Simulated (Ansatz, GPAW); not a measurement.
## Work function of a 2-layer slab of Sc(0001) at several levels

How far do functional and basis move the work function of a 2-layer slab of Sc(0001)?

Calculated with GPAW 26.7.0 and Ansatz 0.2.0; Ansatz plane waves; slab in vacuum with a dipole correction, relaxation, in the first sound run; inputs show where later runs differ.

This is a report of a sequence of runs, with most program output left out.

## Step 1: Starting point

The cell holds 2 atoms: 2 Sc. Its edges and angles: a = 3.310 Å, b = 3.310 Å, c = 16.638 Å, α = 90.0°, β = 90.0°, γ = 60.0°. Vacuum lies along c.

## Step 2: Relaxation

The atoms are relaxed first, since the surface dipole, and with it the work function, follows the positions of the outer layers. The lowest 1 atoms are held at bulk positions and keep their forces.

Contents of input.yaml:

```yaml
crystal:
  lattice:
    - [3.31, 0.0, 0.0]
    - [1.655, 2.8665440865, 0.0]
    - [0.0, 0.0, 16.63807]
  atoms:
    - { symbol: Sc, position: [0.6666666667, 0.6666666667, 0.4207218746] }
    - { symbol: Sc, position: [0.0, 0.0, 0.5792781254] }
kpoints:
  mp_grid: { grid: [11, 11, 1] }
hamiltonian:
  xc: pbe
scf:
  occupations: { method: fermi_dirac, width: 0.1 }
efield:
  axis: 3
  dipole_correction: true
  ramp_width: 0.05
relax:
  f_tol: 0.02
  max_steps: 60
  constraints: [{ sites: [0] }]
output:
  write_potential: true
  write_density: true
  volumetric_format: npy
```

Run with:

```
> ansatz run input.yaml --threads 4 --pin off --max-ram 8192MiB --backend cpu --events-out ev --progress --plain --runs-dir out
```

Run time: 4.9 s. Hardware: 4 threads of Intel Xeon Platinum 8488C (Sapphire Rapids), shared host; peak memory 0.48 GiB.

Step by step:

```csv
step,energy less that of the first step (eV),largest force component (eV/Å)
1,0.0000,0.5082
2,-0.0711,0.1879
3,-0.0755,0.1266
4,-0.0778,0.0001
5,-0.0778,0.0001
```

Forces are held to the 6 operations that the run works with; a distortion that breaks them can't arise in this run.

The atoms that moved most (Å):

```csv
atom,dx,dy,dz,length
Sc2,0.000,0.000,-0.259,0.259
```

The relaxed structure:

```xyz
2
Lattice="3.3100 0.0000 0.0000 1.6550 2.8665 0.0000 0.0000 0.0000 16.6381" Properties=species:S:1:pos:R:3
Sc    3.3100    1.9110    7.0000
Sc    0.0000    0.0000    9.3786
```

This step gave:

| Item | Value |
| --- | --- |
| free energy | -4270.3031 eV |
| smearing term TS | 0.1733 eV |
| symmetry operations | 6 |
| upper work function | 3.490 eV |
| lower work function | 3.489 eV |
| dipole along the normal | -5.82e-5 e·Å |
| dipole field | -6.67e-5 V/Å |
| vacuum level above | 4.219 eV |
| vacuum level below | 4.218 eV |

The electrostatic potential energy of an electron (with the applied field's), less the Fermi level, planar mean by z:

```csv
z (Å),"electrostatic potential energy of an electron (with the applied field's), less the Fermi level, planar mean (eV)"
0,3.49
1,3.49
2,3.49
3,3.48
4,3.38
5,2.72
6,-1.33
7,-12.9
8,-0.647
9,-9.04
10,-5.85
11,1.91
12,3.26
13,3.46
14,3.49
15,3.49
16,3.49
```

The valence density, planar mean by z:

```csv
z (Å),"valence density, planar mean (e/Å³)"
2,4.4e-5
3,3.3e-4
4,0.00237
5,0.0149
6,0.0853
7,1.01
8,0.160
9,0.698
10,0.327
11,0.0272
12,0.00494
13,6.9e-4
14,9.2e-5
```

The relaxation lowered the energy of the cell by 0.0778 eV.

## Step 3: The slab's potential

The work function is the vacuum plateau of the electrostatic potential less the Fermi level; a dipole layer lets the two faces have plateaus of their own.

This step: GPAW, PAW setups; slab in vacuum (GPAW 26.7.0).

Contents of run.py:

```python
import json
import numpy as np
from ase import Atoms
from gpaw import GPAW, PW

slab = Atoms(
    ['Sc', 'Sc'],
    positions=[
        [3.31000, 1.91103, 7.00000],
        [-0.00000, -0.00000, 9.37859]],
    cell=[[3.31, 0.0, 0.0], [1.655, 2.86654, 0.0], [0.0, 0.0, 16.63807]],
    pbc=[True, True, False])

slab.calc = GPAW(mode=PW(400), xc='PBE', kpts={'size': (11, 11, 1), 'gamma': True},
                 occupations={'name': 'fermi-dirac', 'width': 0.1}, nbands='140%',
                 convergence={'density': 1e-05}, maxiter=200,
                 poissonsolver={'dipolelayer': 'xy'},
                 symmetry={'tolerance': 1e-3}, txt='slab.txt')
result = {}
energy = slab.get_potential_energy()
fermi = slab.calc.get_fermi_level()
v = slab.calc.get_electrostatic_potential().mean((0, 1)) - fermi
n = slab.calc.get_pseudo_density().mean((0, 1))
L = slab.cell[2, 2]
z = np.arange(len(v)) * L / len(v)
low, high = slab.positions[:, 2].min(), slab.positions[:, 2].max()
below, above = np.interp([low - 4.8, high + 4.8], z, v)
slopes = [np.interp(x, z, np.gradient(v, z)) for x in (low - 4.8, high + 4.8)]
eps = np.array([[slab.calc.get_eigenvalues(k, s) for k in range(len(slab.calc.get_ibz_k_points()))]
                for s in range(slab.calc.get_number_of_spins())]) - fermi
top, bottom = eps[eps < 0].max(), eps[eps > 0].min()
dipole = slab.get_dipole_moment()[2]
print(f'energy {energy:.4f} eV, Fermi level {fermi:.4f} eV, dipole {dipole:.5f} e A')
print(f'potential 4.8 A off the faces, from the Fermi level: lower {below:.4f} eV, upper {above:.4f} eV')
print(f'slope of the potential there: lower {slopes[0]:.5f}, upper {slopes[1]:.5f} eV/A')
print(f'nearest levels on the mesh: {top:.4f} and {bottom:.4f} eV')
print('magnetic moment', round(slab.get_magnetic_moment(), 3))
result.update(energy=energy, fermi=fermi, dipole=dipole, below=below, above=above, slopes=slopes, edges=[top, bottom],
              z=z.tolist(), v=v.tolist(), n=n.tolist(), positions=slab.positions.tolist(),
              forces=slab.get_forces(apply_constraint=False).tolist(), moments=slab.get_magnetic_moments().tolist())
json.dump(result, open('result.json', 'w'))
```

Run with:

```
> OMP_NUM_THREADS=1 OPENBLAS_NUM_THREADS=1 python run.py
```

Elapsed: 17 s, on 1 thread; peak memory 0.17 GiB.

Numbers from this step:

- dipole along the normal: -3.60e-6 e·Å
- levels nearest the Fermi level on the mesh: -0.009364, 0.003864 eV from the Fermi level
- upper work function: 3.493 eV
- lower work function: 3.493 eV

The electrostatic potential energy of an electron (without an applied field's), less the Fermi level, planar mean by z:

z (Å), electrostatic potential energy of an electron (without an applied field's), less the Fermi level, planar mean (eV) and a bar from the least value:
```
        0        3.5 ##############################
        1        3.5 ##############################
        2        3.5 ##############################
        3        3.5 ##############################
        4        3.4 ##############################
        5        2.7 #############################
        6       -1.2 ######################
        7      -14.7 
        8       -0.5 #######################
        9       -9.5 #########
       10       -5.7 ###############
       11        1.9 ###########################
       12        3.3 ##############################
       13        3.5 ##############################
       14        3.5 ##############################
       15        3.5 ##############################
       16        3.5 ##############################
```

The pseudo valence density, planar mean by z:

z (Å), pseudo valence density, planar mean (e/Å³) and a bar:
```
        2       0.00 
        3       0.00 
        4       0.00 
        5       0.01 
        6       0.08 ##
        7       1.15 ##############################
        8       0.16 ####
        9       0.64 #################
       10       0.27 #######
       11       0.03 #
       12       0.00 
       13       0.00 
       14       0.00
```

The potential is flat to 0.006 eV/Å where it is read, so the vacuum is wide enough. The geometry is the other program's minimum; here the largest force on a free atom is 0.0045 eV/Å.

## Step 4: OptPBE vdW: xc = "optPBE-vdW"

The same geometry under optPBE-vdW, to see how far the functional moves the levels against the vacuum (the van der Waals functionals take revPBE setups).

Changes to run.py since step 3:

```diff
@@ -13,3 +13,3 @@
 
-slab.calc = GPAW(mode=PW(400), xc='PBE', kpts={'size': (11, 11, 1), 'gamma': True},
+slab.calc = GPAW(mode=PW(400), xc='optPBE-vdW', kpts={'size': (11, 11, 1), 'gamma': True},
                  occupations={'name': 'fermi-dirac', 'width': 0.1}, nbands='140%',
```

The job ended after 27 s (1 thread; peak memory 0.28 GiB).

Numbers from this step:

```yaml
dipole_along_the_normal: -2.21e-5 e·Å
levels_nearest_the_fermi_level_on_the_mesh: -0.001375, 0.004615 eV from the Fermi level
upper_work_function: 3.658 eV
lower_work_function: 3.658 eV
```

Table of electrostatic potential energy of an electron (without an applied field's), less the Fermi level, planar mean by z:

```csv
z (Å),"electrostatic potential energy of an electron (without an applied field's), less the Fermi level, planar mean (eV)"
0.0,3.66
0.5,3.66
1.0,3.66
1.5,3.66
2.0,3.66
2.5,3.65
3.0,3.64
3.5,3.60
4.0,3.52
4.5,3.31
5.0,2.80
5.5,1.58
6.0,-1.19
6.5,-7.76
7.0,-14.6
7.5,-6.87
8.0,-0.537
8.5,-1.38
9.0,-9.39
9.5,-14.0
10.0,-5.64
10.5,-0.285
11.0,1.97
11.5,2.96
12.0,3.38
12.5,3.55
13.0,3.61
13.5,3.64
14.0,3.66
14.5,3.66
15.0,3.66
15.5,3.66
16.0,3.66
16.5,3.66
```

The pseudo valence density, planar mean by z:

```csv
z (Å),"pseudo valence density, planar mean (e/Å³)"
0.00,4.0e-6
0.42,5.5e-6
0.83,1.0e-5
1.25,2.1e-5
1.87,6.2e-5
2.29,1.3e-4
2.70,2.5e-4
3.12,5.3e-4
3.54,0.00110
3.95,0.00233
4.37,0.00495
4.78,0.0103
5.41,0.0280
5.82,0.0552
6.24,0.165
6.66,0.689
7.07,1.17
7.49,0.451
7.90,0.172
8.53,0.184
8.94,0.529
9.36,1.20
9.77,0.586
10.19,0.140
10.61,0.0501
11.02,0.0259
11.65,0.00942
12.06,0.00451
12.48,0.00212
12.89,0.00100
13.31,4.8e-4
13.73,2.3e-4
14.14,1.1e-4
14.56,5.6e-5
15.18,1.9e-5
15.60,9.2e-6
16.01,5.1e-6
16.43,3.9e-6
```

The upper face's work function is 3.658 eV, against 3.493 eV in the first plane-wave PBE run at this geometry.

## Step 5: Self-consistent run: xc = "vdW-DF2"

The same geometry under vdW-DF2, to see how far the functional moves the levels against the vacuum (the van der Waals functionals take revPBE setups).

Changes to run.py since step 4:

```diff
@@ -13,3 +13,3 @@
 
-slab.calc = GPAW(mode=PW(400), xc='optPBE-vdW', kpts={'size': (11, 11, 1), 'gamma': True},
+slab.calc = GPAW(mode=PW(400), xc='vdW-DF2', kpts={'size': (11, 11, 1), 'gamma': True},
                  occupations={'name': 'fermi-dirac', 'width': 0.1}, nbands='140%',
```

It took 27 s on 1 thread; peak memory 0.28 GiB.

Numbers from this step:

- dipole along the normal: -9.16e-6 e·Å
- levels nearest the Fermi level on the mesh: -0.003144, 0.01749 eV from the Fermi level
- upper work function: 3.719 eV
- lower work function: 3.718 eV

The upper face's work function is 3.719 eV, against 3.493 eV in the first plane-wave PBE run at this geometry.

## Step 6: Self-consistent run: xc = "LDA"

The same geometry under LDA, to see how far the functional moves the levels against the vacuum.

Changes to run.py since step 5:

```diff
@@ -13,3 +13,3 @@
 
-slab.calc = GPAW(mode=PW(400), xc='vdW-DF2', kpts={'size': (11, 11, 1), 'gamma': True},
+slab.calc = GPAW(mode=PW(400), xc='LDA', kpts={'size': (11, 11, 1), 'gamma': True},
                  occupations={'name': 'fermi-dirac', 'width': 0.1}, nbands='140%',
```

Run time: 16 s. Hardware: 1 thread; peak memory 0.16 GiB.

Numbers from this step:

| Quantity | Value |
| --- | --- |
| dipole along the normal | -1.10e-6 e·Å |
| levels nearest the Fermi level on the mesh | -0.01576, 0.003571 eV from the Fermi level |
| upper work function | 3.630 eV |
| lower work function | 3.630 eV |

The upper face's work function is 3.630 eV, against 3.493 eV in the first plane-wave PBE run at this geometry.

## Step 7: Real-space grid: mode = "fd"

A real-space grid is a second complete basis, so it checks the plane-wave result.

Changes to run.py since step 6:

```diff
@@ -3,3 +3,3 @@
 from ase import Atoms
-from gpaw import GPAW, PW
+from gpaw import GPAW
 
@@ -13,3 +13,3 @@
 
-slab.calc = GPAW(mode=PW(400), xc='LDA', kpts={'size': (11, 11, 1), 'gamma': True},
+slab.calc = GPAW(mode='fd', h=0.18, xc='PBE', kpts={'size': (11, 11, 1), 'gamma': True},
                  occupations={'name': 'fermi-dirac', 'width': 0.1}, nbands='140%',
```

The job ended after 1.8 min (1 thread; peak memory 0.32 GiB).

This step gave:

```
dipole along the normal                    : -6.66e-5 e·Å
levels nearest the Fermi level on the mesh : -0.01005, 0.003922 eV from the Fermi level
upper work function                        : 3.490 eV
lower work function                        : 3.488 eV
```

Electrostatic potential energy of an electron (without an applied field's), less the Fermi level, planar mean against z:

```csv
z (Å),"electrostatic potential energy of an electron (without an applied field's), less the Fermi level, planar mean (eV)"
0.0,3.49
0.5,3.49
1.0,3.49
1.5,3.49
2.0,3.49
2.5,3.49
3.0,3.48
3.5,3.45
4.0,3.38
4.5,3.20
5.0,2.72
5.5,1.53
6.0,-1.24
6.5,-7.82
7.0,-14.7
7.5,-6.91
8.0,-0.534
8.5,-1.34
9.0,-9.45
9.5,-14.2
10.0,-5.71
10.5,-0.336
11.0,1.91
11.5,2.88
12.0,3.26
12.5,3.41
13.0,3.46
13.5,3.48
14.0,3.49
14.5,3.49
15.0,3.49
15.5,3.49
16.0,3.49
16.5,3.49
```

The upper face's work function is 3.490 eV, against 3.493 eV in the first plane-wave PBE run at this geometry.

## Step 8: Atomic orbitals: mode = "lcao"

Atom-centred orbitals end a few angstrom from the surface, which tests how much the density's tail matters.

Changes to run.py since step 7:

```diff
@@ -13,4 +13,4 @@
 
-slab.calc = GPAW(mode='fd', h=0.18, xc='PBE', kpts={'size': (11, 11, 1), 'gamma': True},
-                 occupations={'name': 'fermi-dirac', 'width': 0.1}, nbands='140%',
+slab.calc = GPAW(mode='lcao', basis='dzp', h=0.18, xc='PBE', kpts={'size': (11, 11, 1), 'gamma': True},
+                 occupations={'name': 'fermi-dirac', 'width': 0.1}, nbands='120%',
                  convergence={'density': 1e-05}, maxiter=200,
```

It took 3 min on 1 thread; peak memory 0.25 GiB.

This step gave:

```
dipole along the normal                    : -4.17e-6 e·Å
levels nearest the Fermi level on the mesh : -0.006182, 0.003147 eV from the Fermi level
upper work function                        : 3.455 eV
lower work function                        : 3.455 eV
```

Electrostatic potential energy of an electron (without an applied field's), less the Fermi level, planar mean against z:

```csv
z (Å),"electrostatic potential energy of an electron (without an applied field's), less the Fermi level, planar mean (eV)"
0,3.45
1,3.45
2,3.45
3,3.45
4,3.36
5,2.71
6,-1.24
7,-14.7
8,-0.571
9,-9.49
10,-5.73
11,1.91
12,3.25
13,3.44
14,3.45
15,3.45
16,3.45
```

The upper face's work function is 3.455 eV, against 3.493 eV in the first plane-wave PBE run at this geometry.

## Step 9: All levels side by side

Times are for 1 thread of Intel Xeon Platinum 8488C (Sapphire Rapids), shared host. The runs compared:

```csv
no.,run,upper work function (eV),time,memory (GiB)
1,pw,3.493,17 s,0.17
2,optPBE vdW,3.658,27 s,0.28
3,vdW DF2,3.719,27 s,0.28
4,LDA,3.630,16 s,0.16
5,fd,3.490,1.8 min,0.32
6,lcao,3.455,3 min,0.25
```

## Step 10: A second plane-wave code

A second program with its own datasets checks the number independently.

This step: Ansatz plane waves; slab in vacuum with a dipole correction (Ansatz 0.2.0).

input.yaml, the sections that differ from step 2:

```yaml
crystal:
  lattice:
    - [3.31, 0.0, 0.0]
    - [1.655, 2.8665440865, 0.0]
    - [0.0, 0.0, 16.63807]
  atoms:
    - { symbol: Sc, position: [0.6666666667, 0.6666666667, 0.4207218746] }
    - { symbol: Sc, position: [0.0, 0.0, 0.5636828247] }
output:
  forces: true
  write_potential: true
  write_density: true
  volumetric_format: npy
# kpoints, hamiltonian, scf, efield: as in step 2
# relax: removed
```

Run with:

```
> ansatz run input.yaml --threads 4 --pin off --max-ram 8192MiB --backend cpu --events-out ev --progress --plain --runs-dir out
```

It took 0.96 s on 4 threads; peak memory 0.46 GiB; 3.1 s of CPU time.

Numbers from this step:

```yaml
upper_work_function: 3.490 eV
lower_work_function: 3.490 eV
dipole_along_the_normal: 5.50e-6 e·Å
dipole_field: 6.30e-6 V/Å
vacuum_level_above: 4.218 eV
```

Electrostatic potential energy of an electron (with the applied field's), less the Fermi level, planar mean against z:

```csv
z (Å),"electrostatic potential energy of an electron (with the applied field's), less the Fermi level, planar mean (eV)"
0.0,3.49
0.5,3.49
1.0,3.49
1.5,3.49
2.0,3.49
2.5,3.48
3.0,3.48
3.5,3.45
4.0,3.38
4.5,3.20
5.0,2.72
5.5,1.52
6.0,-1.33
6.5,-7.79
7.0,-12.9
7.5,-6.87
8.0,-0.647
8.5,-1.57
9.0,-9.04
9.5,-12.6
10.0,-5.85
10.5,-0.368
11.0,1.91
11.5,2.88
12.0,3.26
12.5,3.41
13.0,3.46
13.5,3.48
14.0,3.49
14.5,3.49
15.0,3.49
15.5,3.49
16.0,3.49
```

Valence density, planar mean against z:

```csv
z (Å),"valence density, planar mean (e/Å³)"
2.0,4.3e-5
2.5,1.2e-4
3.0,3.3e-4
3.5,8.8e-4
4.0,0.00237
4.5,0.00620
5.0,0.0149
5.5,0.0327
6.0,0.0853
6.5,0.496
7.0,1.01
7.5,0.517
8.0,0.160
8.5,0.188
9.0,0.698
9.5,0.975
10.0,0.327
10.5,0.0633
11.0,0.0272
11.5,0.0122
12.0,0.00494
12.5,0.00187
13.0,6.9e-4
13.5,2.6e-4
14.0,9.2e-5
```

The upper face's work function is 3.490 eV, against 3.493 eV in the first plane-wave PBE run at this geometry.

## Step 11: Side by side

Results and costs are gathered.

This step: comparison of work functions, dipole and cost (GPAW 26.7.0).

Ladder, by row:

```csv
step,code,"work function, upper (eV)","work function, lower (eV)",dipole (e Å),wall time (s),peak memory (GiB),threads
pw,GPAW,3.493,3.493,-3.60e-6,16.58,0.17,1
optPBE-vdW,GPAW,3.658,3.658,-2.21e-5,26.66,0.28,1
vdW-DF2,GPAW,3.719,3.718,-9.16e-6,26.96,0.28,1
LDA,GPAW,3.63,3.63,-1.10e-6,15.79,0.16,1
fd,GPAW,3.49,3.488,-6.66e-5,109.1,0.32,1
lcao,GPAW,3.455,3.455,-4.17e-6,181.3,0.25,1
ansatz,Ansatz,3.49,3.49,5.50e-6,0.96,0.46,4
```

## Step 12: Summary of results

- work function, both faces: 3.49 eV
- dipole along the normal: -3.6e-6 e Å, near the numerical noise

**Reading.** With plane waves and PBE the work function is 3.49 eV on the upper face and 3.49 eV on the lower. Over the sound runs of the table the upper face's work function spans 3.455 (lcao) to 3.719 eV (vdW-DF2). The two plane-wave codes differ by 0.0032 eV on the upper face. The runs had no spin polarisation, so a magnetic state, which thin layers of d-metal atoms can have, wasn't tested. The slab is only 2.4 Å thick between its outer nuclei, so the values belong to this film more than to the surface of the bulk metal. The in-plane lattice was kept as typed, which isn't the functional's own and leaves some strain; spin-orbit coupling and temperature are left out.

[Logs are printed without paths, hosts, clocks, repeated set-up lines and the standing remarks that a program may print on its own settings, such as how far it seeks lower states.]

[Hosts, paths, dates, database ids (printed as entryN), source tags and the programs' standing remarks are cut or masked in the printed files.]
